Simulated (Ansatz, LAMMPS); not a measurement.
## Localised basis functions on glassy 68P2O5-32SrO (mol %) (103 atoms)

Aim: test how closely localised support functions follow the reference on glassy 68P2O5-32SrO (mol %) (103 atoms), and at what cost. A setting counts as converged where the r.m.s. difference of forces stays under 1 % of the r.m.s. force.

Method: Kohn-Sham DFT, PBE, PAW (set soft_2), plane waves, in Ansatz 0.2.0.

## Step 1: The system as given

The cell holds 103 atoms: 26 P, 6 Sr and 71 O. Cell: a = 11.392 Å, b = 11.392 Å, c = 11.392 Å, α = 90.0°, β = 90.0°, γ = 90.0°. 103 atoms (26 P, 6 Sr, 71 O) placed at random at 2.76 g/cm³, melted at 4000 K for 10 ps at fixed volume with the Morse and Coulomb pair potential with partial charges (Pedone, Malavasi, Menziani, Cormack and Segre, J. Phys. Chem. B 110, 11780 (2006)). Quenched from 4000 K to 300 K at 50 K/ps and fixed volume, held 10 ps at zero pressure.

What the set-up can't give: The quench rate of 50 K/ps is many orders above laboratory rates, so the cell is likely richer in defects and strain than a real sample. The network of bonds at the start is that of the classical potential that made the cell, and needn't be the one that DFT or experiment would give. The Brillouin zone is sampled at Γ only, in a cell whose shortest periodic width is 11 Å.

## Step 2: How the cell was made

A classical potential supplies the starting structure, since it reaches far longer times than DFT.

This step: classical MD, Morse and Coulomb pair potential with partial charges (Pedone, Malavasi, Menziani, Cormack and Segre, J. Phys. Chem. B 110, 11780 (2006)) (LAMMPS 22 Jul 2025 - Update 4).

The input, in.lmp:

```
# melt-quench of P26Sr6O71
units metal
atom_style charge
boundary p p p
region box block 0 11.4083 0 11.4083 0 11.4083
create_box 3 box
mass 1 30.9738   # P
mass 2 87.6200   # Sr
mass 3 15.9990   # O
create_atoms 1 random 26 605913 NULL overlap 1.5 maxtry 2000
create_atoms 2 random 6 605920 NULL overlap 1.5 maxtry 2000
create_atoms 3 random 71 605927 NULL overlap 1.5 maxtry 2000
pair_style hybrid/overlay pedone 5.5 coul/long 8.0
pair_coeff * * coul/long
pair_coeff 1 3 pedone 0.831326 2.585833 1.800790 1   # P-O
pair_coeff 2 3 pedone 0.019623 1.886000 3.328330 3   # Sr-O
pair_coeff 3 3 pedone 0.042395 1.379316 3.618701 22   # O-O
set type 1 charge 3
set type 2 charge 1.2
set type 3 charge -1.2
kspace_style pppm 1.0e-4
neigh_modify delay 0 every 1 check yes
thermo_style custom step time temp pe press density
thermo_modify norm yes
timestep 0.002
thermo 100
min_style cg
minimize 1e-4 1e-4 200 2000
reset_timestep 0
velocity all create 4000 605914 mom yes dist gaussian
fix lim all nve/limit 0.05
fix lan all langevin 4000 4000 0.2 605915 zero yes
thermo 500
run 1000 post no
# [... 7 lines left out ...]
fix md all nvt temp 4000 300 0.2
run 37000 post no
unfix md
thermo 1666
fix md all npt temp 300 300 0.2 iso 0 0 2
run 5000 post no
unfix md
write_dump all custom glass.dump id type xs ys zs modify sort id
```

Launch:

```console
$ lmp -in in.lmp -log none -nocite
```

Output:

```text
LAMMPS (22 Jul 2025 - Update 4)
Created orthogonal box = (0 0 0) to (11.4083 11.4083 11.4083)
Created 26 atoms
Created 6 atoms
Created 71 atoms
PPPM initialization ...
  G vector (1/distance) = 0.37821133
  grid = 12 12 12
  estimated relative force accuracy = 9.3169246e-05
   Step          Time           Temp          PotEng         Press         Density
         0   0              0             -6.7275778      434925.86      2.7589876
       100   0.2            0             -20.680044      17247.288      2.7589876
       109   0.218          0             -20.737435      15833.4        2.7589876
Loop time of 0.0526639 s on 1 MPI rank(s) for 109 steps with 103 atoms
Minimization stats:
  Stopping criterion = energy tolerance
  Energy initial, next-to-last, final =
     -6.72757777508582  -20.7355253373844  -20.7374347023116
  Force two-norm initial, final = 343.67952 3.9194832
  Iterations, force evaluations = 109 151
[... 7 lines left out ...]
      1666   3.332          4116.4932     -20.300356      44485.338      2.7589876
      2499   4.998          4282.6633     -20.446286      25473.888      2.7589876
      3332   6.664          3635.8909     -20.369076      33980.42       2.7589876
      4165   8.33           4156.4111     -20.310236      25792.916      2.7589876
      4998   9.996          4152.5911     -20.355822     -4219.4829      2.7589876
[... 2 lines left out ...]
Loop time of 1.45644 s on 1 MPI rank(s) for 5000 steps with 103 atoms
   Step          Time           Temp          PotEng         Press         Density
[... 12 lines left out ...]
Loop time of 9.98287 s on 1 MPI rank(s) for 37000 steps with 103 atoms
   Step          Time           Temp          PotEng         Press         Density
[... 1 line left out ...]
     43316   86.632         360.93933     -20.932379     -4032.6191      2.7435146
     44982   89.964         290.66461     -20.93344      -9406.2231      2.7162752
     46648   93.296         265.20934     -20.937764      5621.1568      2.7724876
     48000   96             264.13307     -20.936444      10721.201      2.7711999
Loop time of 1.92045 s on 1 MPI rank(s) for 5000 steps with 103 atoms
```

Elapsed: 14 s, on 1 thread of AMD EPYC 9R45, shared host; peak memory 0.07 GiB.

## Step 3: Plane-wave single point

The first run fixes the reference, at a cutoff of 420 eV.

The input, input.yaml:

```yaml
crystal:
  lattice:
    - [11.39152, 0.0, 0.0]
    - [0.0, 11.39152, 0.0]
    - [0.0, 0.0, 11.39152]
  atoms:
    - { symbol: P, position: [0.56763, 0.74253, 0.49309] }
    - { symbol: P, position: [0.7623, 0.17354, 0.83418] }
    - { symbol: P, position: [0.38217, 0.10109, 0.90899] }
    - { symbol: P, position: [0.65025, 0.06062, 0.19543] }
    - { symbol: P, position: [0.40049, 0.0513, 0.28753] }
    - { symbol: P, position: [0.31094, 0.80325, 0.54356] }
    - { symbol: P, position: [0.78813, 0.31865, 0.42065] }
    - { symbol: P, position: [0.9142, 0.31282, 0.65891] }
    - { symbol: P, position: [0.18382, 0.21567, 0.27409] }
    - { symbol: P, position: [0.48172, 0.48424, 0.06971] }
    - { symbol: P, position: [0.25833, 0.56108, 0.64379] }
    - { symbol: P, position: [0.41079, 0.83776, 0.91078] }
    - { symbol: P, position: [0.85318, 0.94788, 0.31386] }
    - { symbol: P, position: [0.99667, 0.08494, 0.12759] }
    - { symbol: P, position: [0.98038, 0.95724, 0.55206] }
    - { symbol: P, position: [0.92011, 0.52474, 0.97138] }
    - { symbol: P, position: [0.66642, 0.52962, 0.87199] }
    - { symbol: P, position: [0.19153, 0.81019, 0.29933] }
    - { symbol: P, position: [0.79312, 0.25868, 0.08291] }
    - { symbol: P, position: [0.27896, 0.66142, 0.08498] }
    - { symbol: P, position: [0.13189, 0.65532, 0.85802] }
    - { symbol: P, position: [0.18827, 0.48373, 0.27848] }
    - { symbol: P, position: [0.12694, 0.18293, 0.53884] }
    - { symbol: P, position: [0.68774, 0.74715, 0.72436] }
    - { symbol: P, position: [0.65065, 0.83492, 0.04549] }
    - { symbol: P, position: [0.35004, 0.25093, 0.68706] }
    - { symbol: Sr, position: [0.56832, 0.07714, 0.57783] }
    - { symbol: Sr, position: [0.18491, 0.35722, 0.94802] }
    - { symbol: Sr, position: [0.5112, 0.42585, 0.45606] }
    - { symbol: Sr, position: [0.95674, 0.61831, 0.47807] }
    - { symbol: Sr, position: [0.92694, 0.88144, 0.85946] }
    - { symbol: Sr, position: [0.77398, 0.61394, 0.25165] }
    - { symbol: O, position: [0.29025, 0.5119, 0.35675] }
    - { symbol: O, position: [0.24446, 0.74875, 0.18882] }
    - { symbol: O, position: [0.75696, 0.25003, 0.94902] }
    - { symbol: O, position: [0.73656, 0.01975, 0.29278] }
    - { symbol: O, position: [0.52761, 0.08078, 0.24071] }
    - { symbol: O, position: [0.21459, 0.54752, 0.16216] }
    - { symbol: O, position: [0.25246, 0.68734, 0.58782] }
    - { symbol: O, position: [0.30238, 0.35054, 0.75835] }
    - { symbol: O, position: [0.09189, 0.16307, 0.19298] }
    - { symbol: O, position: [0.65059, 0.95359, 0.11371] }
    - { symbol: O, position: [0.24221, 0.20223, 0.61264] }
    - { symbol: O, position: [0.98068, 0.40973, 0.96455] }
    - { symbol: O, position: [0.79575, 0.52553, 0.9185] }
    - { symbol: O, position: [0.65509, 0.43917, 0.77858] }
    - { symbol: O, position: [0.91347, 0.96967, 0.43187] }
    - { symbol: O, position: [0.39719, 0.59259, 0.07395] }
    - { symbol: O, position: [0.94945, 0.43179, 0.69277] }
    - { symbol: O, position: [0.83589, 0.82091, 0.29416] }
    - { symbol: O, position: [0.36988, 0.15991, 0.78476] }
    - { symbol: O, position: [0.20533, 0.34501, 0.24837] }
    - { symbol: O, position: [0.41271, 0.04322, 0.42098] }
    - { symbol: O, position: [0.00784, 0.60376, 0.8903] }
    - { symbol: O, position: [0.30424, 0.14995, 0.26549] }
    - { symbol: O, position: [0.90354, 0.00392, 0.64811] }
    - { symbol: O, position: [0.83139, 0.30804, 0.55244] }
    - { symbol: O, position: [0.09468, 0.7284, 0.32936] }
    - { symbol: O, position: [0.27043, 0.14299, 0.96627] }
    - { symbol: O, position: [0.5356, 0.84174, 0.96896] }
    - { symbol: O, position: [0.58112, 0.50824, 0.97668] }
    - { symbol: O, position: [0.80035, 0.05999, 0.88984] }
    - { symbol: O, position: [0.01759, 0.833, 0.56809] }
    - { symbol: O, position: [0.45283, 0.26846, 0.60924] }
    - { symbol: O, position: [0.40784, 0.76325, 0.80586] }
    - { symbol: O, position: [0.70258, 0.17426, 0.14851] }
    - { symbol: O, position: [0.15027, 0.2085, 0.40564] }
    - { symbol: O, position: [0.87399, 0.24313, 0.35111] }
    - { symbol: O, position: [0.28575, 0.91313, 0.61056] }
    - { symbol: O, position: [0.63049, 0.86492, 0.73243] }
    - { symbol: O, position: [0.81832, 0.74694, 0.7279] }
    - { symbol: O, position: [0.66464, 0.2757, 0.41084] }
    - { symbol: O, position: [0.91877, 0.59567, 0.08006] }
    - { symbol: O, position: [0.36435, 0.94292, 0.22815] }
    - { symbol: O, position: [0.38432, 0.96732, 0.89124] }
    - { symbol: O, position: [0.19728, 0.58424, 0.76425] }
    - { symbol: O, position: [0.9234, 0.01513, 0.2205] }
    - { symbol: O, position: [0.52781, 0.45145, 0.18684] }
    [... 19 atom lines left out ...]
    - { symbol: O, position: [0.40125, 0.39579, 0.01454] }
    - { symbol: O, position: [0.61235, 0.85938, 0.44887] }
    - { symbol: O, position: [0.18448, 0.46911, 0.58084] }
    - { symbol: O, position: [0.65014, 0.65166, 0.81505] }
    - { symbol: O, position: [0.6588, 0.15653, 0.75856] }
    - { symbol: O, position: [0.13567, 0.92813, 0.28028] }
kpoints:
  mp_grid: { grid: [1, 1, 1] }
hamiltonian:
  xc: pbe
scf:
  occupations: { method: fixed }
output:
  forces: true
  stress: true
  populations: true
  dos:
    method: { smearing: { sigma: 0.1 } }
    de: 0.1
    projected: { site_lists: { O: [O], P: [P], Sr: [Sr] } }
  eigenvalues: true
  write_density: true
  write_potential: true
  volumetric_format: npy
```

Launch:

```console
$ ansatz run input.yaml --threads 8 --pin off --max-ram 15872MiB --backend cpu --events-out ev --progress --plain --runs-dir out
```

Output:

```text
Engine: ansatz 0.2.0, x86_64-unknown-linux-gnu
Pseudopotentials: kind: paw
Pseudopotential: P, paw, valence charge 5, recommended cutoff 420 eV (normal), P.paw.azcp
Pseudopotential: Sr, paw, valence charge 10, recommended cutoff 420 eV (normal), Sr.paw.azcp
Pseudopotential: O, paw, valence charge 6, recommended cutoff 420 eV (normal), O.paw.azcp
[... 5 lines on functional and potentials left out ...]
Crystal: 103 atoms, lattice volume = 1478.240 Å³
Basis set: ecut = 420 eV, 28887 PW (Γ), exchange–correlation on 160×160×160 points (8 copies of the dense FFT grid, shifted against one another)
Bands: 411, of which v1, the nominal top of the filled ones, is band 308 counted from 1 (307 counted from 0)
Symmetry: 1 space group operations
Space group: P1 (ITA 1), of the structure as read, at distance tolerance 1.1e-4 Å
k-points: 1
[... 7 lines on functional and potentials left out ...]
Initial density: superposition of atomic densities (neutral atoms: chi_scale 0, normalization atom), corrected by the library's trained network
Initial wavefunctions: pseudopotential atomic-orbital guess
Functional: x = pbe(κ = 0.804, μ = 0.219515), c = pbe(β = 0.066725)
SCF iter   1: F=—  HF=-81231.119416 eV  |F-HF|=—  |Δ(HF+E_count)|=         —  Δρ=5.32e-3  dr2=6.97e-1  ethr=1.77e-3  ⟨swp⟩=7.0  Hψ=1697  notcnv=0  defer=100
preconditioner: auto → Resta (q_TF=auto, 2.358 Å⁻¹)  ε∞=3.1  [insulator: Δε(μ)=2.060 eV  Ē_g=16.362 eV  n_scr=340 (ndim 8)  ℏωp=23.7 eV  f_vac=0.172  ε∞_Penn≈3.1]
SCF iter   2: F=—  HF=-81230.947264 eV  |F-HF|=—  |Δ(HF+E_count)|=   1.72e-1  Δρ=2.82e-3  dr2=1.67e-1  ethr=1.13e-4  ⟨swp⟩=3.0  Hψ=735  notcnv=0  defer=101
SCF iter   3: F=—  HF=-81230.909198 eV  |F-HF|=—  |Δ(HF+E_count)|=   3.81e-2  Δρ=1.34e-3  dr2=5.17e-2  ethr=2.72e-5  ⟨swp⟩=3.0  Hψ=571  notcnv=0  defer=101
SCF iter   4: F=—  HF=-81230.894060 eV  |F-HF|=—  |Δ(HF+E_count)|=   1.51e-2  Δρ=6.14e-4  dr2=6.01e-3  ethr=8.40e-6  ⟨swp⟩=3.0  Hψ=584  notcnv=0  defer=101
SCF iter   5: F=—  HF=-81230.893152 eV  |F-HF|=—  |Δ(HF+E_count)|=   9.09e-4  Δρ=3.12e-4  dr2=1.30e-3  ethr=9.75e-7  ⟨swp⟩=3.0  Hψ=714  notcnv=0  defer=101
SCF iter   6: F=—  HF=-81230.893085 eV  |F-HF|=—  |Δ(HF+E_count)|=   6.64e-5  Δρ=9.22e-5  dr2=1.02e-4  ethr=2.10e-7  ⟨swp⟩=3.0  Hψ=587  notcnv=0  defer=101
SCF iter   7: F=—  HF=-81230.893118 eV  |F-HF|=—  |Δ(HF+E_count)|=   3.32e-5  Δρ=4.68e-5  dr2=2.72e-5  ethr=1.65e-8  ⟨swp⟩=3.0  Hψ=705  notcnv=0  defer=101
SCF iter   8: F=—  HF=-81230.893103 eV  |F-HF|=—  |Δ(HF+E_count)|=   1.49e-5  Δρ=1.24e-5  dr2=2.07e-6  ethr=4.41e-9  ⟨swp⟩=3.0  Hψ=622  notcnv=0  defer=101
SCF iter   9: F=—  HF=-81230.893105 eV  |F-HF|=—  |Δ(HF+E_count)|=   1.64e-6  Δρ=6.33e-6  dr2=5.06e-7  ethr=3.37e-10  ⟨swp⟩=3.0  Hψ=682  notcnv=0  defer=101
SCF iter  10: F=—  HF=-81230.893105 eV  |F-HF|=—  |Δ(HF+E_count)|=   8.48e-8  Δρ=2.92e-6  dr2=1.09e-7  ethr=8.21e-11  ⟨swp⟩=3.0  Hψ=607  notcnv=0  defer=101
SCF iter  11: F=-81230.893105 eV  HF=-81230.893105 eV  |F-HF|=6.29e-9  |Δ(HF+E_count)|=   2.66e-8  Δρ=7.87e-7  dr2=9.68e-9  ethr=1.62e-11  ⟨swp⟩=32.0  Hψ=5357  notcnv=0
SCF 1 converged in 11 iterations: F = -81230.893105 eV  dr2 = 9.68e-9
  greatest PAW one-centre occupation: 0.987 electrons in one spin orbital (limit 2), on the Sr atom at site 30 (counted from 0), in its partial waves of l = 0
SCF converged after 11 iterations
Free energy (F): -81230.893105 eV
Harris-Foulkes:  -81230.893105 eV  (|F-HF|=6.29e-9)
Internal energy: -81230.893105 eV  (E = F + TS)
E sigma→0 (E₀):  -81230.893105 eV
Fermi energy:    4.433399 eV
--- Per-component energies (eV) ---
  E_band       = -3608.420226
  E_kinetic    = 16150.189741
  E_local      = -44663.568587  (includes V_loc(G=0)·N_el)
  E_nonlocal   = 5419.717647
  E_hartree    = 15915.006580
  E_xc         = -7930.398352
  E_vxc        = -9305.376086  (∫ρ·V_xc dr)
  E_paw        = -42244.874914  (= ΣΔE_a)
  E_vpaw       = -3039.577698  (= ΣTr[D̂ρ^β])
  E_aug_tail   = 0.179915  (compensation charges beyond the density's cutoff)
  E_ewald      = -23877.145134
  E_smearing   = -0.000000  (= −TS)
  E_closure    = -0.000000  (closes the sum)
  Σ components = -81230.893105   (vs F -81230.893105, Δ=0.00e0)
--- Forces (eV/Å), atoms counted from 1 ---
  atom   1  P      1.62803048     3.80514872    -0.28859710
  atom   2  P     -0.65763846    -4.50336199     0.21833989
  atom   3  P      2.08746445     3.15455058     4.60998975
  atom   4  P      0.13129558    -1.97550529    -0.98852657
  atom   5  P     -1.48470148    -5.47876585     4.14434539
  atom   6  P     -1.32563644     1.77662017     0.34798802
  atom   7  P      2.63872722    -1.38470491    -3.23945857
  atom   8  P     -1.10023818     2.66976824    -0.84527328
  atom   9  P      3.33241735     0.27438934     0.14359389
  atom  10  P     -2.34136087    -3.87516933     0.68058316
  atom  11  P      1.52843092    -3.68299313    -4.43870595
  atom  12  P      1.05614576    -3.34726810    -1.21091373
  atom  13  P      0.31851111    -2.48853271     0.37543407
  atom  14  P     -1.75339372    -1.52637830    -0.60184904
[...]
atom 102  O     -0.74417079     1.25595151    -0.95202862
  atom 103  O      0.84980546     1.14004813    -0.68458276
  max |Σ_I F_I| component: 1.32e-5 eV/Å
--- Stress (GPa, compression-positive) ---
        3.625505       0.239245      -0.280391
        0.239248       3.574428       0.071709
       -0.280392       0.071709       3.771095
  P = ⅓ Tr σ = 3.6570 GPa (36.570 kbar)
--- Band table (eV) ---
  k-point 0: bands = ["-30.8787", "-30.2369", "-30.1289", "-30.1060", [... 395 levels ...], "12.5822", "12.6116", "12.6606", "12.7181", "12.7206", "12.8015", "12.8448", "12.8669", "12.9134", "12.9423", "13.0155", "13.0440"]
--- Löwdin populations: 103 sites ---
  site symbol       q [e]
     0      P      2.7987
     1      P      2.7902
     2      P      2.8035
[...]
102      O      6.9094
  spilling = 0.017915 (of n_electrons = 616.000000)
```

It took 7.7 s on 8 threads of AMD EPYC 9R45, shared host; peak memory 2.1 GiB.

Numbers from this run:

```yaml
free_energy: -81230.8931 eV
free_energy_per_atom: -788.6494 eV/atom
scf_cycles: 11
pressure: 3.657 GPa
r_m_s_force_component: 1.709 eV/Å
longest_force: 7.028 eV/Å
fermi_energy: 4.433 eV
spacing_of_highest_filled_and_lowest_empty_level: 1.213 eV
spilling_of_the_projection: 0.01792
```

The r.m.s. force component of 1.7 eV/Å and the pressure of 3.7 GPa set the scale for the differences below.

## Step 4: Support functions low

With localised support functions most steps grow linearly with size, though the diagonalisation grows faster unless the density matrix is cut; this run measures error and cost at this size.

This step: Kohn-Sham DFT, PBE, PAW (set soft_2), localised support functions (low) (Ansatz 0.2.0).

input.yaml, the sections that differ from step 3:

```yaml
scf:
  occupations: { method: fixed }
  eigensolver: { kind: { support_functions: { accuracy: low } } }
  max_iter: 150
output:
  forces: true
  eigenvalues: true
# crystal, kpoints, hamiltonian: as in step 3
```

Output:

```text
Warning: scf.eigensolver.kind.support_functions: disabling space-group detection — the functions' gradient is summed over unrotated k-points, so no spatial operation reduces the k-mesh or symmetrises the density; time reversal is kept, so that k and −k are solved as one point where they differ and the mesh holds both, and exact exchange and, on two spinor components, a DFT+U term hold to it where the run has them: [...]
settings of this run that can trade accuracy for cost: scf.eigensolver.kind.support_functions; scf.eigensolver.kind.support_functions.accuracy: low [...]
[...]
Crystal: 103 atoms, lattice volume = 1478.240 Å³
Basis set: ecut = 420 eV, 28887 PW (Γ), exchange–correlation on 180×180×180 points (8 copies of the dense FFT grid, shifted against one another)
Bands: 370, of which v1, the nominal top of the filled ones, is band 308 counted from 1 (307 counted from 0)
Symmetry: 1 space group operations
k-points: 1
[...]
SCF iter   1: F=—  HF=-81184.440271 eV  |F-HF|=—  |Δ(HF+E_count)|=         —  Δρ=1.13e-1  dr2=2.36e2  ethr=1.00e-1
[...]
SCF iter  12: F=—  HF=-81231.428246 eV  |F-HF|=—  |Δ(HF+E_count)|=   3.63e-3  Δρ=5.46e-5  dr2=8.21e-5  ethr=4.37e-8  κ⁻¹=4.5e-5(r=7)
SCF iter  13: F=-81231.431110 eV  HF=-81231.431112 eV  |F-HF|=1.86e-6  |Δ(HF+E_count)|=   2.87e-3  Δρ=1.86e-5  dr2=1.23e-5  ethr=1.33e-8
SCF 1 converged in 13 iterations: F = -81231.463959 eV  dr2 = 1.23e-5
[...]
SCF converged after 13 iterations
Stability not checked: this state was not tested for a lower state beside it, because the mixer in use, unlike msr1, does not test its closes by its own steps (another_mixer; see scf.mixing.algorithm and scf.lower_state_search)
Free energy (F): -81231.463959 eV
[...]
Internal energy: -81231.463959 eV  (E = F + TS)
E sigma→0 (E₀):  -81231.463959 eV
Fermi energy:    4.434911 eV
[...]
Σ components = -81231.463959   (vs F -81231.463959, Δ=0.00e0)
--- Forces (eV/Å), atoms counted from 1 ---
  atom   1  P      1.62665827     3.80576878    -0.28763402
  atom   2  P     -0.65839010    -4.50574883     0.21807354
  atom   3  P      2.08636865     3.15470908     4.60943693
  atom   4  P      0.13005659    -1.97659297    -0.99044133
[...]
atom 103  O      0.85110694     1.14118901    -0.68544656
  max |Σ_I F_I| component: 6.97e-3 eV/Å
--- Band table (eV) ---
[...]
```

Wall time 42 s (8 threads); peak memory 5 GiB.

The program notes that the band table was not solved further than the SCF left it and it switched symmetry off.

Keys that differ from the reference: support_functions.accuracy = "low" and scf.max_iter = 150.

Forces differ from the reference by 0.97 meV/Å r.m.s., 0.057 % of their size, well within a tolerance of 1 %; the energy by -5.5 meV/atom. It took roughly 5.5 times the reference's time (one timing each, with unlike analyses asked), in 13 cycles against 11.

[end of part 1 of 3]

[Long decimals in the printed logs are rounded to 6 places.]

[Logs are printed without paths, hosts, clocks, repeated set-up lines and the standing remarks that a program may print on its own settings, such as how far it seeks lower states.]

[Hosts, paths, dates, database ids (printed as entryN), source tags and the programs' standing remarks are cut or masked in the printed files.]
